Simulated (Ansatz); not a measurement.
# 1T-PbBrI monolayer in a perpendicular field, part 2 of 4

What dipole does a perpendicular field induce in the 1T-PbBrI monolayer, and does the gap follow? A positive field points along +c.

Ansatz 0.2.0; plane-wave DFT, PBE-D3(BJ), Ansatz PAW (the session's first sound run).

So far. Step 2 (Relaxation): The lattice constant a goes from 4.142 to 4.473 Å.

## 3. Single point, field 0

A sawtooth potential applies the field, turning back in the middle of the vacuum. With the dipole correction the typed value is the field outside the slab. The induced dipole is small, so the SCF threshold is tight.

The cell differs from the one that the last finished run ended in (c 35.988 → 21.602 Å).

input.yaml

```yaml
crystal:
  lattice:
    - [4.4732646569, 0.0, 0.0]
    - [-2.2366323285, 3.8739608307, 0.0]
    - [0.0, 0.0, 21.6021040552]
  atoms:
    - { symbol: I, position: [0.6666666667, 0.3333333333, 0.4166260831] }
    - { symbol: Pb, position: [0.0, 0.0, 0.5073106988] }
    - { symbol: Br, position: [0.3333333333, 0.6666666667, 0.5833739169] }
kpoints:
  mp_grid: { grid: [12, 12, 1] }
  band_path:
    path: [[0, 0, 0], [0.5, 0, 0], [0.33333333, 0.33333333, 0], [0, 0, 0]]
    npoints: 16
hamiltonian:
  xc: pbe
  dispersion: d3bj
scf:
  occupations: { method: fermi_dirac, width: 0.05 }
  convergence: { dr2_threshold: 1.0e-10 }
efield:
  axis: 3
  dipole_correction: true
  ramp_position: 0.97
  ramp_width: 0.06
  amplitude: 0
output:
  dos: { projected: true, e_range: [-6, 5] }
  bader: true
  write_potential: true
  write_density: true
  volumetric_format: npy
  elf: true
```

On the command line:

```
$ ansatz run input.yaml --threads 4 --pin off --max-ram 6144MiB --backend cpu --events-out ev --progress --plain --runs-dir out
```

Numbers of over 12 decimals in the logs are rounded to 6 here.

Output:

```text
[...]
Crystal: 3 atoms, lattice volume = 374.348 Å³
Basis set: ecut = 420 eV, 7303 PW (Γ)
Bands: 23, of which v1, the nominal top of the filled ones, is band 19 counted from 1 (18 counted from 0)
Symmetry: 6 space group operations
[...]
k-points: 19 of 144 (time reversal used)
[...]
SCF iter   1: F=—  HF=-22205.477365 eV  |F-HF|=—  |Δ(HF+E_count)|=         —  Δρ=4.72e-4  dr2=1.86e-3  ethr=1.77e-3  p=-0.014 e·Å  D=-6.79e-3 V/Å  ΔV_dip=0.15 eV  dr2_dipole=2.09e-4  V_vac-E_F(+/−)=5.32/5.18 eV  ⟨swp⟩=9.5  Hψ=2761  notcnv=0
efield: sawtooth ramp at fractional position 0.9700 (set: `efield.ramp_position`, or a place that a band, a saddle search or an elastic batch's reference lends), width 0.0600; the density the first Hamiltonian is built on has a dipole p = -0.014 e·Å; the dipole correction subtracts the counter field D = -6.79e-3 V/Å, which shifts the + side's vacuum level by +0.15 eV against the − side's; the planar-averaged density in the ramp window peaks in size at 4.4e-6 e/Å³
[...]
SCF iter   2: F=—  HF=-22205.478876 eV  |F-HF|=—  |Δ(HF+E_count)|=   1.51e-3  Δρ=3.48e-4  dr2=1.55e-3  ethr=4.89e-6  p=-0.025 e·Å  D=-1.20e-2 V/Å  ΔV_dip=0.26 eV  dr2_dipole=1.89e-4  V_vac-E_F(+/−)=5.35/5.09 eV  ⟨swp⟩=3.1  Hψ=1136  notcnv=0
[...]
SCF iter  10: F=-22205.479025 eV  HF=-22205.479025 eV  |F-HF|=0.00e0  |Δ(HF+E_count)|=  3.64e-11  Δρ=5.95e-8  dr2=2.26e-11  ethr=1.00e-12  p=-0.024 e·Å  D=-1.16e-2 V/Å  ΔV_dip=0.25 eV  dr2_dipole=6.19e-13  V_vac-E_F(+/−)=5.32/5.07 eV  ⟨swp⟩=5.3  Hψ=1367  notcnv=0
SCF 1 converged in 10 iterations: F = -22205.479025 eV  dr2 = 2.26e-11
[...]
NSCF: frozen V_eff on 49 k-points
efield: sawtooth ramp at fractional position 0.9700 (kept from the solve that this one continues, or follows in the run), width 0.0600; the density the first Hamiltonian is built on has a dipole p = -0.024 e·Å; the dipole correction subtracts the counter field D = -1.16e-2 V/Å, which shifts the + side's vacuum level by +0.25 eV against the − side's; the planar-averaged density in the ramp window peaks in size at 4.2e-6 e/Å³
[...]
SCF converged after 10 iterations
Free energy (F): -22205.479025 eV
[...]
Internal energy: -22205.479025 eV  (E = F + TS)
E sigma→0 (E₀):  -22205.479025 eV
Fermi energy:    -1.893722 eV
Dipole field:    D = -0.011608 V/Å  (p = -0.024015 e·Å, saw-weighted, corrected)
Work function:   Φ+ = 5.3245 eV   Φ− = 5.0737 eV
Levels:          The Fermi level and band energies are counted from a zero that moves with the ramp; work functions are not
[...]
--- Band table (eV; the first three rows and the last of 19) ---
  k-point 0: bands = [... 15 lower, -4.4603, -3.7244, -3.6736, -3.6736, -0.5939, 0.6042, 0.6042, 2.6261]
  k-point 1: bands = [... 15 lower, -4.4526, -3.9629, -3.6988, -3.5103, -0.3960, 0.5175, 0.6657, 2.7532]
  k-point 2: bands = [... 15 lower, -4.5188, -4.2683, -3.7633, -3.3882, -0.1248, 0.5885, 0.8146, 2.9635]
  k-point 18: bands = [... 15 lower, -5.4958, -4.3593, -4.2042, -3.4534, 0.6699, 1.0130, 1.4704, 4.3849]
--- Bader charges: 3 sites ---
  site symbol  charge [e]  shift [e]
     0      I     -0.4657     0.0000
     1     Pb      1.0312     0.0000
     2     Br     -0.5655     0.0000
  estimated error of the sums over rays = 1.7e-4 e
```

Run time: 11 s. Hardware: 4 threads of AMD EPYC 7R43, shared host; peak memory 0.8 GiB; 41 s of CPU time.

In the SCF lines HF is the Harris–Foulkes energy and dr2 the Hartree energy of the density residual, in eV; the loop may stop once dr2 is under the threshold and the program's other checks hold. Hψ counts applications of the Hamiltonian.

Numbers from this step:

* dipole along the normal: -0.02401 e·Å
* gap along the path: 2.760 eV
* smallest direct gap along the path: 3.063 eV
* step between the vacuum levels: 0.2508 eV
* ionisation energy, upper face: 6.784 eV
* electron affinity, upper face: 4.025 eV
* ionisation energy, lower face: 6.533 eV
* gap, the smaller of path and mesh: 2.760 eV

Running mean over a fixed 2.7 Å (it still follows the layers) of the planar mean; the ramp of the sawtooth is left out. Table of electron's electrostatic potential energy less the Fermi level by z:

z (Å), electron's electrostatic potential energy less the Fermi level (eV) and a bar from the least value:
```
      3.0       5.07 #############################
      3.5       5.07 #############################
      4.0       5.07 #############################
      4.5       5.07 #############################
      5.0       5.07 #############################
      5.5       5.06 #############################
      6.0       5.03 #############################
      6.5       4.87 #############################
      7.0       4.26 ###########################
      7.5       3.26 ########################
      8.0       2.20 #####################
      8.5       1.02 #################
      9.0      -0.23 #############
      9.5      -1.80 #########
     10.0      -2.91 #####
     10.5      -3.52 ####
     11.0      -3.98 ##
     11.5      -4.70 
     12.0      -4.14 ##
     12.5      -2.34 #######
     13.0      -0.49 #############
     13.5       1.01 #################
     14.0       2.93 #######################
     14.5       4.58 ############################
     15.0       5.17 ##############################
     15.5       5.29 ##############################
     16.0       5.32 ##############################
     16.5       5.32 ##############################
     17.0       5.32 ##############################
     17.5       5.32 ##############################
     18.0       5.32 ##############################
     18.5       5.32 ##############################
```

The density of states has structure finer than the step of the table below, so its rows give means over 0.25 eV, whole bins alone (the curve runs from -6 to 3.29 eV). Peaks (eV: height): -3.220: 12.0, -2.470: 13.6, -2.390: 22.6, -1.560: 9.78, 2.550: 8.38, 2.850: 9.20, 3.150: 12.8.

Density of states against energy, zero at the Fermi level of the run, which the smearing sets inside the gap; means over each step:

energy (eV), density of states (states/eV a cell) and a bar:
```
    -4.50        0.0 
    -4.25        1.4 #######
    -4.00        3.1 ###############
    -3.75        2.5 ############
    -3.50        3.6 #################
    -3.25        6.4 ##############################
    -3.00        3.5 #################
    -2.75        2.3 ###########
    -2.50        6.2 #############################
    -2.25        6.3 ##############################
    -2.00        3.7 ##################
    -1.75        3.3 ###############
    -1.50        4.5 #####################
    -1.25        0.0 
    -1.00        0.0 
    -0.75        0.0 
    -0.50        0.0 
    -0.25        0.0 
     0.00        0.0 
     0.25        0.0 
     0.50        0.0 
     0.75        0.0 
     1.00        0.0 
     1.25        0.0 
     1.50        0.3 ##
     1.75        0.9 ####
     2.00        2.9 ##############
     2.25        2.0 ##########
     2.50        4.0 ###################
     2.75        4.4 #####################
     3.00        5.4 #########################
```

Projected DOS per atom over height of the atomic layer and energy from the Fermi level. Layers: I Pb Br from below.

Values in states/eV, 22 rows by 3 columns, each cell a mean:
```
0.79 3.86 0.70
0.47 2.82 0.41
0.37 1.91 0.32
0.15 1.00 0.12
0.02 0.14 0.01
0.00 0.00 0.00
0.00 0.00 0.00
0.00 0.00 0.00
0.00 0.00 0.00
0.00 0.00 0.00
0.00 0.00 0.00
2.17 0.63 1.39
2.97 0.22 0.91
3.76 0.14 2.47
0.55 0.32 1.86
1.27 0.97 3.10
0.73 0.72 1.54
0.71 0.77 1.13
0.00 0.00 0.00
0.00 0.00 0.00
0.00 0.00 0.00
0.00 0.00 0.00
```
Columns: height of the atomic layer (Å) from 9 to 12.6 (not evenly spaced); rows upwards: energy from the Fermi level (eV) from -5.96 to 3.22.

The electronic bands at the labelled points (eV, zero at the Fermi level of the run, which the smearing sets inside the gap):

```
  point  band 16  band 17  band 18  band 19  band 20  band 21  band 22  band 23
      Γ    -2.57    -1.83    -1.78    -1.78     1.30     2.50     2.50     4.52
halfway    -2.91    -2.40    -1.95    -1.55     1.85     2.85     2.87     5.06
      M    -3.22    -2.34    -2.09    -1.97     2.01     3.06     3.14     4.77
halfway    -3.32    -2.39    -2.30    -1.67     2.42     2.86     3.23     5.27
      K    -3.60    -2.47    -2.31    -1.56     2.56     2.91     3.36     6.28
halfway    -2.84    -2.40    -2.15    -1.48     2.22     2.57     3.03     5.31
      Γ    -2.57    -1.83    -1.78    -1.78     1.30     2.50     2.50     4.52
```

Valence density in the ca plane at fractional y = 0.000, with atoms of Pb within 0.2 Å of it. It is the smooth field of the valence electrons, not physical close to the nuclei.

Ten steps, logarithmic in the rise over the least value, from '0' (0.00 × 1e0 e/Å³) to '9' (9.22 × 1e0 e/Å³), each cell a mean:
```
00000000000000000000013689863100000000000000
00000000000000000000112467642100000000000000
00000000000000000001112344321100000000000000
00000000000000000011111122111111000000000000
00000000000000000122221111111221000000000000
00000000000000000122221100112221100000000000
00000000000000000122221110112221100000000000
00000000000000000112221111111111000000000000
00000000000000000011111223221110000000000000
00000000000000000000112456532100000000000000
00000000000000000000013578753100000000000000
00000000000000000000014799863100000000000000
```
Columns run along c (16.0 Å, from fractional 0.09 to 0.83 of the cell), rows up along a (4.5 Å). Atoms in or near the plane, at fractional coordinates: Pb at (0.51, 0.00).

ELF in the ca plane at fractional y = 0.000, with atoms of Pb within 0.2 Å of it. It is the smooth field of the valence electrons, not physical close to the nuclei.

Ten even steps from '0' (0.00) to '9' (0.76), each cell a mean:
```
00000000000000013540025420000000000000000000
00000000000001112454455310000000000000000000
00000000001234432245543212210000000000000000
00000000012578875222222356542100000000000000
00000000024789998521113688864200000000000000
00000000135899999630025899874210000000000000
00000000125799999620015899874210000000000000
00000000013689987321112577753100000000000000
00000000001356653233432233321000000000000000
00000000000112222355554211000000000000000000
00000000000000012452135410000000000000000000
00000000000000013530015420000000000000000000
```
Columns run along c (16.0 Å, from fractional 0.18 to 0.92 of the cell), rows up along a (4.5 Å). Atoms in or near the plane, at fractional coordinates: Pb at (0.51, 0.00).

Electrostatic potential energy in the ca plane at fractional y = 0.000, with atoms of Pb within 0.2 Å of it. With pseudopotentials it is smooth inside the atoms' cores, unlike the true potential.

Ten even steps from '0' (-32 eV) to '9' (3 eV), each cell a mean:
```
99999999999999999999985000005899999999999999
99999999999999999999987200037899999999999999
99999999999999999999998743578999999999999999
99999999999999999999998888889999999999999999
99999999999999999998889999999999999999999999
99999999999999999988889999999999999999999999
99999999999999999988889999999999999999999999
99999999999999999998899888899999999999999999
99999999999999999999998876788999999999999999
99999999999999999999987510258899999999999999
99999999999999999999985000016899999999999999
99999999999999999999984001005899999999999999
```
Columns run along c (16.0 Å, from fractional 0.09 to 0.83 of the cell; values clipped at the 3rd and 97th percentile), rows up along a (4.5 Å). Atoms in or near the plane, at fractional coordinates: Pb at (0.51, 0.00).

The gap is 2.76 eV, with the valence edge 6.78 eV and the conduction edge 4.02 eV under the upper vacuum level. Spin-orbit coupling, left out in this run, matters for the bands of elements this heavy.

## 4. Atoms held, field 0.1 V/Å

Changes to input.yaml since step 3:

```diff
@@ -25,6 +25,4 @@
   ramp_width: 0.06
-  amplitude: 0
+  amplitude: 0.1
 output:
-  dos: { projected: true, e_range: [-6, 5] }
-  bader: true
   write_potential: true
@@ -32,2 +30 @@
   volumetric_format: npy
-  elf: true
```

Output:

```text
[...]
Crystal: 3 atoms, lattice volume = 374.348 Å³
Basis set: ecut = 420 eV, 7303 PW (Γ)
Bands: 23, of which v1, the nominal top of the filled ones, is band 19 counted from 1 (18 counted from 0)
Symmetry: 6 space group operations
[...]
k-points: 19 of 144 (time reversal used)
[...]
--- Band table (eV; the first three rows and the last of 19) ---
  k-point 0: bands = [... 15 lower, -4.4599, -3.7425, -3.7010, -3.7010, -0.6044, 0.5939, 0.5939, 2.4009]
  k-point 1: bands = [... 15 lower, -4.4532, -3.9883, -3.7254, -3.5281, -0.4055, 0.5052, 0.6553, 2.5019]
  k-point 2: bands = [... 15 lower, -4.5203, -4.2918, -3.7881, -3.4030, -0.1324, 0.5736, 0.8041, 2.7132]
  k-point 18: bands = [... 15 lower, -5.5035, -4.3657, -4.2256, -3.4649, 0.6584, 1.0001, 1.4595, 4.3267]
[key lines of the parts left out:]
SCF converged after 11 iterations
Free energy (F): -22205.479137 eV
Fermi energy:    -1.905872 eV
Dipole field:    D = 0.012696 V/Å  (p = 0.026266 e·Å, saw-weighted, corrected)
```

Wall time 7.3 s (4 threads); peak memory 0.75 GiB.

The dipole is 0.0263 e·Å, 0.0503 e·Å from its value without field, and the gap 2.763 eV.

## 5. Single point, field -0.1 V/Å

Changes to input.yaml since step 4:

```diff
@@ -25,3 +25,3 @@
   ramp_width: 0.06
-  amplitude: 0.1
+  amplitude: -0.1
 output:
```

Output:

```text
[...]
Crystal: 3 atoms, lattice volume = 374.348 Å³
Basis set: ecut = 420 eV, 7303 PW (Γ)
Bands: 23, of which v1, the nominal top of the filled ones, is band 19 counted from 1 (18 counted from 0)
Symmetry: 6 space group operations
[...]
k-points: 19 of 144 (time reversal used)
[...]
--- Band table (eV; the first three rows and the last of 19) ---
  k-point 0: bands = [... 15 lower, -4.4631, -3.7056, -3.6471, -3.6471, -0.5845, 0.6138, 0.6138, 2.6192]
  k-point 1: bands = [... 15 lower, -4.4540, -3.9379, -3.6730, -3.4927, -0.3876, 0.5285, 0.6753, 2.7398]
  k-point 2: bands = [... 15 lower, -4.5193, -4.2446, -3.7392, -3.3737, -0.1184, 0.6020, 0.8243, 2.9530]
  k-point 18: bands = [... 15 lower, -5.4892, -4.3531, -4.1834, -3.4425, 0.6804, 1.0249, 1.4805, 4.4260]
[key lines of the parts left out:]
SCF converged after 11 iterations
Free energy (F): -22205.483939 eV
Fermi energy:    -1.882300 eV
Dipole field:    D = -0.035902 V/Å  (p = -0.074273 e·Å, saw-weighted, corrected)
```

The job ended after 7.7 s (4 threads; peak memory 0.74 GiB; 29 s of CPU time).

The dipole is -0.0743 e·Å, -0.0503 e·Å from its value without field, and the gap 2.755 eV.

## 6. Single point, field 0.2 V/Å

Changes to input.yaml since step 5:

```diff
@@ -25,3 +25,3 @@
   ramp_width: 0.06
-  amplitude: -0.1
+  amplitude: 0.2
 output:
```

Output:

```text
[...]
Crystal: 3 atoms, lattice volume = 374.348 Å³
Basis set: ecut = 420 eV, 7303 PW (Γ)
Bands: 23, of which v1, the nominal top of the filled ones, is band 19 counted from 1 (18 counted from 0)
Symmetry: 6 space group operations
[...]
k-points: 19 of 144 (time reversal used)
[...]
--- Band table (eV; the first three rows and the last of 19) ---
  k-point 0: bands = [... 15 lower, -4.4624, -3.7601, -3.7292, -3.7292, -0.6159, 0.5827, 0.5827, 2.1072]
  k-point 1: bands = [... 15 lower, -4.4558, -4.0139, -3.7528, -3.5459, -0.4161, 0.4916, 0.6441, 2.1978]
  k-point 2: bands = [... 15 lower, -4.5243, -4.3149, -3.8136, -3.4181, -0.1412, 0.5570, 0.7927, 2.4113]
  k-point 18: bands = [... 15 lower, -5.5124, -4.3726, -4.2477, -3.4771, 0.6458, 0.9861, 1.4477, 4.2536]
[key lines of the parts left out:]
SCF converged after 11 iterations
Free energy (F): -22205.484279 eV
Fermi energy:    -1.918754 eV
Dipole field:    D = 0.037014 V/Å  (p = 0.076575 e·Å, saw-weighted, corrected)
```

Elapsed: 8 s, on 4 threads; peak memory 0.74 GiB; 30 s of CPU time.

The dipole is 0.0766 e·Å, 0.101 e·Å from its value without field, and the gap 2.767 eV.

## 7. Single point, field -0.2 V/Å

Changes to input.yaml since step 6:

```diff
@@ -25,3 +25,3 @@
   ramp_width: 0.06
-  amplitude: 0.2
+  amplitude: -0.2
 output:
```

Output:

```text
[...]
Crystal: 3 atoms, lattice volume = 374.348 Å³
Basis set: ecut = 420 eV, 7303 PW (Γ)
Bands: 23, of which v1, the nominal top of the filled ones, is band 19 counted from 1 (18 counted from 0)
Symmetry: 6 space group operations
[...]
k-points: 19 of 144 (time reversal used)
[...]
--- Band table (eV; the first three rows and the last of 19) ---
  k-point 0: bands = [... 15 lower, -4.4685, -3.6865, -3.6214, -3.6214, -0.5762, 0.6225, 0.6225, 2.3663]
  k-point 1: bands = [... 15 lower, -4.4573, -3.9131, -3.6480, -3.4753, -0.3802, 0.5383, 0.6841, 2.4581]
  k-point 2: bands = [... 15 lower, -4.5218, -4.2210, -3.7159, -3.3595, -0.1132, 0.6141, 0.8332, 2.6689]
  k-point 18: bands = [... 15 lower, -5.4838, -4.3474, -4.1631, -3.4322, 0.6899, 1.0357, 1.4897, 4.4449]
[key lines of the parts left out:]
SCF converged after 12 iterations
Free energy (F): -22205.493879 eV
Fermi energy:    -1.871608 eV
Dipole field:    D = -0.060193 V/Å  (p = -0.124527 e·Å, saw-weighted, corrected)
```

The job ended after 7.8 s (4 threads; peak memory 0.75 GiB; 29 s of CPU time).

The dipole is -0.125 e·Å, -0.101 e·Å from its value without field, and the gap 2.750 eV.

## 8. Atoms held, field 0.35 V/Å

Changes to input.yaml since step 7:

```diff
@@ -25,4 +25,6 @@
   ramp_width: 0.06
-  amplitude: -0.2
+  amplitude: 0.35
 output:
+  dos: { projected: true, e_range: [-6, 5] }
+  bader: true
   write_potential: true
@@ -30 +32,2 @@
   volumetric_format: npy
+  elf: true
```

Output:

```text
[...]
Crystal: 3 atoms, lattice volume = 374.348 Å³
Basis set: ecut = 420 eV, 7303 PW (Γ)
Bands: 23, of which v1, the nominal top of the filled ones, is band 19 counted from 1 (18 counted from 0)
Symmetry: 6 space group operations
[...]
k-points: 19 of 144 (time reversal used)
[...]
k-point 2: bands = [... 15 lower, -4.5352, -4.3480, -3.8531, -3.4412, -0.1568, 0.5283, 0.7742, 1.8718]
  k-point 18: bands = [... 15 lower, -5.5279, -4.3835, -4.2818, -3.4965, 0.6250, 0.9630, 1.4282, 4.1133]
--- Bader charges: 3 sites ---
  site symbol  charge [e]  shift [e]
     0      I     -0.4885     0.0000
     1     Pb      1.0344     0.0000
     2     Br     -0.5459     0.0000
  estimated error of the sums over rays = 2.4e-4 e
[key lines of the parts left out:]
SCF converged after 11 iterations
Free energy (F): -22205.501430 eV
Fermi energy:    -1.939498 eV
Dipole field:    D = 0.073537 V/Å  (p = 0.152132 e·Å, saw-weighted, corrected)
```

Wall time 11 s (4 threads); peak memory 0.77 GiB; 44 s of CPU time.

The dipole is 0.152 e·Å, 0.176 e·Å from its value without field, and the gap 2.770 eV.

(Part 2 of 4 ends here.)

[Logs are printed without paths, hosts, clocks, repeated set-up lines and the standing remarks that a program may print on its own settings, such as how far it seeks lower states.]

[Hosts, paths, dates, database ids (printed as entryN), source tags and the programs' standing remarks are cut or masked in the printed files.]

[Maps of the electrostatic potential energy from Ansatz leave out the sawtooth potential of an applied field or a dipole correction, so their vacuum need not be flat; planar profiles and work functions include it.]

[The density of states shown here was stored with 400 of the rows of the run's finer table, so its peaks can read low, often by over a quarter, or be missed, and its means over a window can be off by a tenth or more.]
